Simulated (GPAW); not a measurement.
# A Pd chain with a P atom bridging one bond: transmission at several levels, part 3 of 3

How well does a Pd chain with a P atom bridging one bond conduct at low bias, and how far do basis and functional move the answer?

GPAW 26.7.0; GPAW LCAO, PAW setups; Landauer transmission from Green's functions with principal layers (ASE), zero bias.

So far, transmission at the Fermi level (one spin): step 2 (double-zeta polarised basis, PBE, GPAW) 1.84; step 3 (basis szp(dzp), PBE, GPAW) 1.35; step 4 (basis sz(dzp), PBE, GPAW) 1.37; step 5 (revPBE) 1.77; step 8 (mixing 0.25, mixing history 5, PBE, GPAW) 1.83.

## 9. K-points along the lead 40: lead_nz = 40 (continued)

One spin. Transmission, zone mean against energy, zero at the Fermi level:

```
energy (eV)  transmission, zone mean
      -2.00                     1.98
      -1.85                     1.80
      -1.70                     1.43
      -1.60                     1.64
      -1.45                     2.65
      -1.30                     2.58
      -1.15                     2.50
      -1.05                     2.41
      -0.90                     2.23
      -0.75                     2.11
      -0.60                     1.38
      -0.50                     1.79
      -0.35                     2.03
      -0.30                     2.03
      -0.20                     2.02
      -0.05                     1.93
       0.00                     1.84
       0.05                     1.66
       0.20                    0.990
       0.35                    0.940
       0.50                    0.832
       0.60                    0.775
       0.75                    0.712
       0.90                    0.655
       1.05                    0.592
       1.15                    0.542
       1.30                    0.458
       1.45                    0.371
       1.60                    0.290
       1.70                    0.244
       1.85                    0.192
       2.00                    0.162
```

Crossings of the lead's bands, unfolded to its shortest repeat. Open channels, zone mean against energy, zero at the Fermi level:

```
energy (eV)  open channels, zone mean
      -2.00                         3
      -1.85                         3
      -1.70                         3
      -1.60                         3
      -1.45                         3
      -1.30                         3
      -1.15                         3
      -1.05                         3
      -0.90                         5
      -0.75                         5
      -0.60                         5
      -0.50                         5
      -0.35                         4
      -0.20                         4
      -0.05                         4
       0.00                         4
       0.05                         4
       0.20                         1
       0.35                         1
       0.50                         1
       0.60                         1
       0.75                         1
       0.90                         1
       1.05                         1
       1.15                         1
       1.30                         1
       1.45                         1
       1.60                         1
       1.70                         1
       1.85                         1
       2.00                         1
```

Not self-consistent under bias; the bias window is split evenly. The current through one cell, from the zero-bias transmission by bias:

```
bias (V)  current through one cell, from the zero-bias transmission (μA)
   0.100                                                            13.4
   0.200                                                            26.3
   0.500                                                            62.3
   1.000                                                             118
   1.500                                                             169
   2.000                                                             224
```

The transmission of the three most open eigenchannels by energy, zero at the Fermi level:

```
energy (eV)  channel 1  channel 2  channel 3
      -2.00      0.964      0.839      0.178
      -1.90      0.955      0.832     0.0625
      -1.80      0.943      0.780     0.0147
      -1.70      0.933      0.451     0.0437
      -1.55      0.943      0.828      0.538
      -1.45      0.991      0.951      0.704
      -1.35      0.947      0.922      0.735
      -1.25      0.933      0.875      0.744
      -1.15      0.905      0.856      0.742
      -1.05      0.855      0.849      0.701
      -0.90      0.835      0.820      0.447
      -0.80      0.846      0.799      0.285
      -0.70      0.984      0.762      0.267
      -0.60      0.732      0.552     0.0899
      -0.50      0.803      0.704      0.239
      -0.40      0.987      0.721      0.305
      -0.25      0.994      0.745      0.275
      -0.15      0.994      0.760      0.247
      -0.05      0.991      0.733      0.201
       0.00      0.987      0.681      0.166
       0.05      0.977      0.564      0.117
       0.15      0.919     1.4e-5     1.3e-8
       0.25      0.995     1.5e-5    9.1e-11
       0.40      0.903     1.5e-5    1.2e-11
       0.50      0.832     1.5e-5    1.2e-11
       0.60      0.775     1.6e-5    1.2e-11
       0.70      0.731     1.6e-5    1.2e-11
       0.80      0.693     1.6e-5    1.2e-11
       0.90      0.655     1.7e-5    1.2e-11
       1.05      0.592     1.7e-5    1.2e-11
       1.15      0.542     1.7e-5    1.2e-11
       1.25      0.487     1.8e-5    1.2e-11
       1.35      0.429     1.8e-5    1.2e-11
       1.45      0.371     1.8e-5    1.2e-11
       1.55      0.315     1.9e-5    1.2e-11
       1.70      0.244     1.9e-5    1.2e-11
       1.80      0.207     2.0e-5    1.2e-11
       1.90      0.180     2.0e-5    1.2e-11
       2.00      0.162     2.1e-5    1.2e-11
```

The conductance equals that of the dzp run to 0.2 %.

## 10. What came out

| Item | Value |
| --- | --- |
| conductance | 1.74 G₀ |
| transmission at the Fermi level, mean of the spins | 1.84 |
| open channels of the lead there | 4 |

In the dzp basis the junction conducts 1.74 G₀ at 500 K, with T = 1.84 a spin at the Fermi level; no smaller basis tried comes within 10 % of that conductance. The scatterer reflects about 54 % of the incoming channels at the Fermi level. At the Fermi level the three most open eigenchannels pass 0.99, 0.68 and 0.17. Measured against the first run (dzp), the nearest curve is that of dzp-revPBE (r.m.s. 0.11) and the farthest that of szp (0.38). Over the compared runs wall time goes from 210 s (sz) to 530 s (dzp-revPBE), on a shared host. The geometry was built from estimated bond lengths and not relaxed, so the numbers describe this model structure. The run had no spin polarisation, so a magnetic state, which chains and small molecules with open shells often have, wasn't tested. An evenly spaced straight chain is an idealisation: free chains tend to dimerise, zigzag or, where a band edge lies near the Fermi level, turn magnetic. The currents use the zero-bias T(E) throughout, which holds only while the bias is small against the distance to the nearest feature. Within about eight thermal energies of the Fermi level ln T(E) bends sharply from one computed energy to the next, or the lead's channel count changes, so the thermal averages, above all the thermopower, rest on an interpolation that may be rough.

[Logs are printed without paths, hosts, clocks, repeated set-up lines and the standing remarks that a program may print on its own settings, such as how far it seeks lower states.]

[Hosts, paths, dates, database ids (printed as entryN), source tags and the programs' standing remarks are cut or masked in the printed files.]
